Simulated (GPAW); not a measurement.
# The basis that the transmission of a Ag chain with one Zn atom in line needs

Wanted: the zero-bias transmission of a Ag chain with one Zn atom in line on a ladder of levels, with run times.

Method: GPAW LCAO, PAW setups; Landauer transmission from Green's functions with principal layers (ASE), zero bias, in GPAW 26.7.0.

Most raw output is cut from this account.

### Step 1. Starting point

The cell holds 13 atoms: 12 Ag and 1 Zn. Its edges and angles: a = 9.000 Å, b = 9.000 Å, c = 34.470 Å, α = 90.0°, β = 90.0°, γ = 90.0°. Regions: left lead, 6 atoms (6 Ag); channel, 1 atom (1 Zn); right lead, 6 atoms (6 Ag). Vacuum lies along a and b. The structure is stacked along c, and the current runs across the ab planes.

### Step 2. GPAW, dzp

Localised orbitals split the wire into layers that couple to their neighbours alone, which is what the Green's function method needs; double zeta with polarisation is the usual level for numbers.

The input, run.py:

```python
import json
import numpy as np
from ase import Atoms
from ase.transport.calculators import TransportCalculator
from gpaw import GPAW, FermiDirac
from gpaw.lcao.tools import get_lcao_hamiltonian
from scipy.linalg import eigh

# The junction with lead layers at both ends, along the third cell vector
device = Atoms(
    ['Ag', 'Ag', 'Ag', 'Ag', 'Ag', 'Ag', 'Zn', 'Ag', 'Ag', 'Ag', 'Ag', 'Ag', 'Ag'],
    positions=[
        [4.50000, 4.50000, 1.33000],
        [4.50000, 4.50000, 3.99000],
        [4.50000, 4.50000, 6.65000],
        [4.50000, 4.50000, 9.31000],
        [4.50000, 4.50000, 11.97000],
        [4.50000, 4.50000, 14.63000],
        [4.50000, 4.50000, 17.23480],
        [4.50000, 4.50000, 19.83960],
        [4.50000, 4.50000, 22.49960],
        [4.50000, 4.50000, 25.15960],
        [4.50000, 4.50000, 27.81960],
        [4.50000, 4.50000, 30.47960],
        [4.50000, 4.50000, 33.13960]],
    cell=[[9.0, 0.0, 0.0], [0.0, 9.0, 0.0], [0.0, 0.0, 34.4696]],
    pbc=True)

# One principal layer of the lead: the first 4 atoms of the device
lead = Atoms(
    ['Ag', 'Ag', 'Ag', 'Ag'],
    positions=[
        [4.50000, 4.50000, 1.33000],
        [4.50000, 4.50000, 3.99000],
        [4.50000, 4.50000, 6.65000],
        [4.50000, 4.50000, 9.31000]],
    cell=[[9.0, 0.0, 0.0], [0.0, 9.0, 0.0], [0.0, 0.0, 10.64]],
    pbc=True)

settings = dict(mode='lcao', basis='dzp', xc='PBE', h=0.2,
                occupations=FermiDirac(0.1), maxiter=250,
                mixer=dict(beta=0.1, nmaxold=8, weight=100.0),
                convergence=dict(density=0.0001))
energies = np.arange(-2, 2 + 1e-9, 0.05)
eta = 0.0001
n1, n2 = 1, 1
# k and -k transmit alike, so half of the mesh across the current serves
mesh = [(i, j) for i in range(n1) for j in range(n2) if (i, j) <= (-i % n1, -j % n2)]
weights = np.array([1 if (i, j) == (-i % n1, -j % n2) else 2 for i, j in mesh]) / (n1 * n2)

# [... helper functions left out ...]
fermi_lead = ground_state(lead, (1, 1, 11), 'lead.txt')
fermi_device = ground_state(device, (1, 1, 3), 'device.txt')
# [... loop over the mesh left out, but for ...]
        # Shift the lead onto the potential of the device's first layer
        shift = ((H[:, 0, 0] - H0[:, 0, 0]) / S0[0, 0]).real.mean()
# [...]
kT = 8.617333e-5 * 200
bias = [0.1, 0.2, 0.5, 1.0, 1.5, 2.0]
# [... integrals and printing left out ...]
```

Run with:

```sh
> OMP_NUM_THREADS=1 OPENBLAS_NUM_THREADS=1 python run.py
```

It took 67 s on 1 thread of Arm Neoverse V2, shared host; peak memory 1.3 GiB.

Numbers from this step:

```
conductance                                    : 0.9814 G₀
largest coupling past the next principal layer : 3.56e-5 eV
largest misfit of the first principal layer    : 0.04583 eV
shift that aligns the lead                     : -0.002638 eV
basis functions of the junction                : 345
basis functions of a principal layer           : 108
transmission at the Fermi level (one spin)     : 0.9815
```

One spin. Table of transmission, zone mean by energy, zero at the Fermi level:

energy (eV), transmission, zone mean and a bar:
```
    -2.00      0.496 ###############
    -1.90      0.188 ######
    -1.80      0.052 ##
    -1.70      0.010 
    -1.55      0.000 
    -1.45      0.000 
    -1.35      0.000 
    -1.25      0.000 
    -1.15      0.000 
    -1.05      0.984 ##############################
    -0.90      0.877 ##########################
    -0.80      0.888 ###########################
    -0.70      0.903 ###########################
    -0.60      0.920 ############################
    -0.50      0.936 ############################
    -0.40      0.951 #############################
    -0.25      0.967 #############################
    -0.15      0.974 #############################
    -0.05      0.980 #############################
     0.00      0.982 #############################
     0.05      0.983 ##############################
     0.15      0.986 ##############################
     0.25      0.989 ##############################
     0.40      0.992 ##############################
     0.50      0.995 ##############################
     0.60      0.996 ##############################
     0.70      0.998 ##############################
     0.80      0.999 ##############################
     0.85      0.999 ##############################
     0.90      0.999 ##############################
     1.05      0.998 ##############################
     1.15      0.996 ##############################
     1.25      0.994 ##############################
     1.35      0.991 ##############################
     1.45      0.988 ##############################
     1.55      0.984 ##############################
     1.70      0.977 #############################
     1.80      0.972 #############################
     1.90      0.966 #############################
     2.00      0.959 #############################
```

Not self-consistent under bias; the bias window is split evenly. Current through one cell, from the zero-bias transmission against bias:

```
bias (V)  current through one cell, from the zero-bias transmission (μA)
   0.100                                                            7.60
   0.200                                                            15.2
   0.500                                                            38.0
   1.000                                                            75.7
   1.500                                                             113
   2.000                                                             149
```

Table of transmission of the three most open eigenchannels by energy, zero at the Fermi level:

```
energy (eV)  channel 1  channel 2  channel 3
     -2.000      0.489    0.00385    0.00385
     -1.800     0.0520     2.4e-4     2.4e-4
     -1.600     1.8e-8     5.5e-9    1.1e-12
     -1.400     1.8e-8    1.1e-12    1.1e-12
     -1.200     1.9e-8    1.0e-12    1.0e-12
     -1.000      0.905    1.1e-11    1.1e-11
     -0.800      0.888     1.3e-8    1.0e-12
     -0.600      0.920     1.5e-8          0
     -0.400      0.951     1.6e-8          0
     -0.200      0.971     1.6e-8          0
      0.000      0.982     1.6e-8          0
      0.200      0.988     1.7e-8          0
      0.400      0.992     1.7e-8          0
      0.600      0.996     1.7e-8          0
      0.800      0.999     1.7e-8          0
      1.000      0.998     1.7e-8          0
      1.200      0.995     1.7e-8          0
      1.400      0.990     1.7e-8          0
      1.600      0.982     1.7e-8          0
      1.800      0.972     1.7e-8          0
      2.000      0.959     1.7e-8          0
```

Couplings past the next layer reach 3.6e-5 eV, small enough to drop; the matrix elements of the cell's first layer differ from the bulk lead's by up to 0.046 eV. That layer keeps its own values in the calculation, and only beyond it is the lead taken as perfect. The Fermi levels of lead and junction count from different zeros of potential, one for each periodic cell; with both set to zero, the small remaining shift is what aligns them. By hand: G = 0.9814 × 77.48 μS = 76.0 μS, a resistance of 13.2 kΩ; at 0.1 V a linear junction would pass 7.60 μA, and the integral over the bias window gives 7.60 μA.

### Step 3. GPAW, szp: basis = "szp(dzp)"

The second zeta is dropped, the polarisation orbitals stay.

run.py: that of step 2 with these lines changed.

```diff
@@ -39,3 +39,3 @@
 
-settings = dict(mode='lcao', basis='dzp', xc='PBE', h=0.2,
+settings = dict(mode='lcao', basis='szp(dzp)', xc='PBE', h=0.2,
                 occupations=FermiDirac(0.1), maxiter=250,
```

Run time: 41 s. Hardware: 1 thread; peak memory 1.2 GiB.

Numbers from this step:

- conductance: 0.9834 G₀
- largest misfit of the first principal layer: 0.03984 eV
- shift that aligns the lead: -0.002629 eV
- basis functions of the junction: 192
- basis functions of a principal layer: 60
- transmission at the Fermi level (one spin): 0.9835

One spin. Table of transmission, zone mean by energy, zero at the Fermi level:

```
energy (eV)  transmission, zone mean
      -2.00                    0.520
      -1.90                    0.218
      -1.80                   0.0686
      -1.70                   0.0157
      -1.55                   2.7e-8
      -1.45                   2.8e-8
      -1.35                   2.8e-8
      -1.25                   2.9e-8
      -1.15                   3.0e-8
      -1.05                    0.988
      -0.90                    0.873
      -0.80                    0.887
      -0.70                    0.905
      -0.60                    0.924
      -0.50                    0.941
      -0.40                    0.956
      -0.25                    0.971
      -0.15                    0.977
      -0.05                    0.982
       0.00                    0.983
       0.05                    0.985
       0.15                    0.988
       0.25                    0.990
       0.40                    0.994
       0.50                    0.996
       0.60                    0.997
       0.70                    0.998
       0.80                    0.999
       0.90                    0.999
       1.05                    0.997
       1.15                    0.995
       1.25                    0.992
       1.35                    0.989
       1.45                    0.985
       1.55                    0.981
       1.70                    0.973
       1.80                    0.967
       1.90                    0.961
       2.00                    0.953
```

Not self-consistent under bias; the bias window is split evenly. Current through one cell, from the zero-bias transmission against bias:

```
bias (V)  current through one cell, from the zero-bias transmission (μA)
   0.100                                                            7.62
   0.200                                                            15.2
   0.500                                                            38.1
   1.000                                                            75.8
   1.500                                                             113
   2.000                                                             149
```

Transmission of the three most open eigenchannels against energy, zero at the Fermi level:

```
energy (eV)  channel 1  channel 2  channel 3
     -2.000      0.508    0.00587    0.00587
     -1.800     0.0666     1.0e-3     1.0e-3
     -1.600    0.00117     2.7e-8          0
     -1.400     2.8e-8          0          0
     -1.200     3.0e-8    1.1e-12          0
     -1.000      0.903     1.4e-8          0
     -0.800      0.887     2.5e-8          0
     -0.600      0.924     2.6e-8          0
     -0.400      0.956     2.7e-8          0
     -0.200      0.974     2.8e-8          0
      0.000      0.983     2.8e-8          0
      0.200      0.989     2.9e-8          0
      0.400      0.994     2.9e-8          0
      0.600      0.997     3.0e-8          0
      0.800      0.999     3.0e-8          0
      1.000      0.998     3.1e-8          0
      1.200      0.994     3.1e-8          0
      1.400      0.987     3.2e-8          0
      1.600      0.978     3.2e-8          0
      1.800      0.967     3.2e-8          0
      2.000      0.953     3.3e-8          0
```

The conductance, 0.983 G₀, lies 0.2 % above that of the dzp run.

### Step 4. GPAW, sz: basis = "sz(dzp)"

One function for each valence shell of the setup, as for a first survey of a large system.

run.py: that of step 3 with these lines changed.

```diff
@@ -39,3 +39,3 @@
 
-settings = dict(mode='lcao', basis='szp(dzp)', xc='PBE', h=0.2,
+settings = dict(mode='lcao', basis='sz(dzp)', xc='PBE', h=0.2,
                 occupations=FermiDirac(0.1), maxiter=250,
```

Elapsed: 34 s, on 1 thread; peak memory 1.2 GiB.

Numbers from this step:

- conductance: 0.9821 G₀
- largest coupling past the next principal layer: 3.59e-5 eV
- largest misfit of the first principal layer: 0.03560 eV
- shift that aligns the lead: -0.002227 eV
- basis functions of the junction: 153
- basis functions of a principal layer: 48
- transmission at the Fermi level (one spin): 0.9822

The conductance equals that of the dzp run to 0.2 %.

### Step 5. LDA in the dzp basis: xc = "LDA"

Back in the dzp basis, the functional changes from PBE to LDA, to set the spread between functionals beside that between bases.

run.py: that of step 4 with these lines changed.

```diff
@@ -39,3 +39,3 @@
 
-settings = dict(mode='lcao', basis='sz(dzp)', xc='PBE', h=0.2,
+settings = dict(mode='lcao', basis='dzp', xc='LDA', h=0.2,
                 occupations=FermiDirac(0.1), maxiter=250,
```

The job ended after 60 s (1 thread; peak memory 1.3 GiB).

Numbers from this step:

* conductance: 0.9792 G₀
* largest coupling past the next principal layer: 3.39e-5 eV
* largest misfit of the first principal layer: 0.04807 eV
* shift that aligns the lead: -0.002959 eV
* basis functions of the junction: 345
* basis functions of a principal layer: 108
* transmission at the Fermi level (one spin): 0.9793

The conductance, 0.979 G₀, lies 0.2 % below that of the dzp run.

### Step 6. Cost and result by level

Times are for 1 thread of Arm Neoverse V2, shared host. The runs compared:

```
no.      run  conductance (G₀)  time  memory (GiB)
  1      dzp            0.9814  67 s           1.3
  2      szp            0.9834  41 s           1.2
  3       sz            0.9821  34 s           1.2
  4  dzp LDA            0.9792  60 s           1.3
```

### Step 7. The levels side by side

The curves are compared point by point over the common energies.

This step: comparison of transmission and cost over codes and levels (GPAW 26.7.0).

Ladder, by row:

```
   step  code  T at the Fermi level (sum over the listed spins)  conductance (G0)  r.m.s. T(E) from the first  wall time (s)  peak memory (GiB)  threads
    dzp  GPAW                                            0.9815            0.9814                           0          66.63               1.29        1
    szp  GPAW                                            0.9835            0.9834                    0.006876          40.69               1.23        1
     sz  GPAW                                            0.9822            0.9821                     0.02429          33.62               1.19        1
dzp-LDA  GPAW                                            0.9793            0.9792                      0.1234          60.26               1.29        1
```

The transmission, zone mean, sum over the listed spins by energy, zero at the Fermi level:

```
energy (eV)      dzp     szp       sz  dzp-LDA
      -2.00    0.496   0.520    0.537    0.777
      -1.85    0.104   0.126    0.171    0.276
      -1.70  0.00979  0.0157   0.0408   0.0512
      -1.50   1.8e-8  2.7e-8  0.00330   8.2e-4
      -1.35   1.9e-8  2.8e-8  8.2e-12   1.8e-8
      -1.20   1.9e-8  3.0e-8  7.6e-12   1.9e-8
      -1.05    0.984   0.988    0.864   1.9e-4
      -0.90    0.877   0.873    0.914    0.875
      -0.70    0.903   0.905    0.923    0.898
      -0.55    0.928   0.933    0.942    0.924
      -0.40    0.951   0.956    0.959    0.948
      -0.25    0.967   0.971    0.971    0.965
      -0.10    0.977   0.980    0.979    0.975
       0.00    0.982   0.983    0.982    0.979
       0.10    0.985   0.987    0.985    0.982
       0.25    0.989   0.990    0.989    0.986
       0.40    0.992   0.994    0.992    0.990
       0.55    0.996   0.997    0.995    0.994
       0.70    0.998   0.998    0.998    0.997
       0.85    0.999   0.999    0.999    0.999
       0.90    0.999   0.999    0.999    0.999
       1.05    0.998   0.997    0.998    0.999
       1.20    0.995   0.994    0.995    0.997
       1.35    0.991   0.989    0.991    0.993
       1.50    0.986   0.983    0.985    0.989
       1.70    0.977   0.973    0.976    0.981
       1.85    0.969   0.964    0.967    0.973
       2.00    0.959   0.953    0.957    0.963
```

### Step 8. Grid spacing 0.22: h = 0.22

The real-space grid carries density and potential; a coarse one breaks translation symmetry along the lead and scatters electrons that should pass.

This step: GPAW LCAO, PAW setups; Landauer transmission from Green's functions with principal layers (ASE), zero bias (GPAW 26.7.0).

run.py: that of step 5 with these lines changed.

```diff
@@ -39,3 +39,3 @@
 
-settings = dict(mode='lcao', basis='dzp', xc='LDA', h=0.2,
+settings = dict(mode='lcao', basis='dzp', xc='PBE', h=0.22,
                 occupations=FermiDirac(0.1), maxiter=250,
```

Run time: 56 s. Hardware: 1 thread; peak memory 1 GiB.

This step gave:

- conductance: 0.9815 G₀
- largest coupling past the next principal layer: 3.56e-5 eV
- largest misfit of the first principal layer: 0.04559 eV
- shift that aligns the lead: -0.002734 eV
- transmission at the Fermi level (one spin): 0.9815

One spin. Table of transmission, zone mean by energy, zero at the Fermi level:

energy (eV), transmission, zone mean and a bar:
```
   -2.000      0.501 ###############
   -1.800      0.053 ##
   -1.600      0.000 
   -1.400      0.000 
   -1.200      0.000 
   -1.050      0.984 ##############################
   -1.000      0.905 ###########################
   -0.800      0.887 ###########################
   -0.600      0.920 ############################
   -0.400      0.951 #############################
   -0.200      0.971 #############################
    0.000      0.982 #############################
    0.200      0.988 ##############################
    0.400      0.992 ##############################
    0.600      0.996 ##############################
    0.800      0.999 ##############################
    0.850      0.999 ##############################
    1.000      0.998 ##############################
    1.200      0.995 ##############################
    1.400      0.990 ##############################
    1.600      0.982 #############################
    1.800      0.972 #############################
    2.000      0.959 #############################
```

(Part 1 of 2 ends here.)

[Logs are printed without paths, hosts, clocks, repeated set-up lines and the standing remarks that a program may print on its own settings, such as how far it seeks lower states.]

[Hosts, paths, dates, database ids (printed as entryN), source tags and the programs' standing remarks are cut or masked in the printed files.]
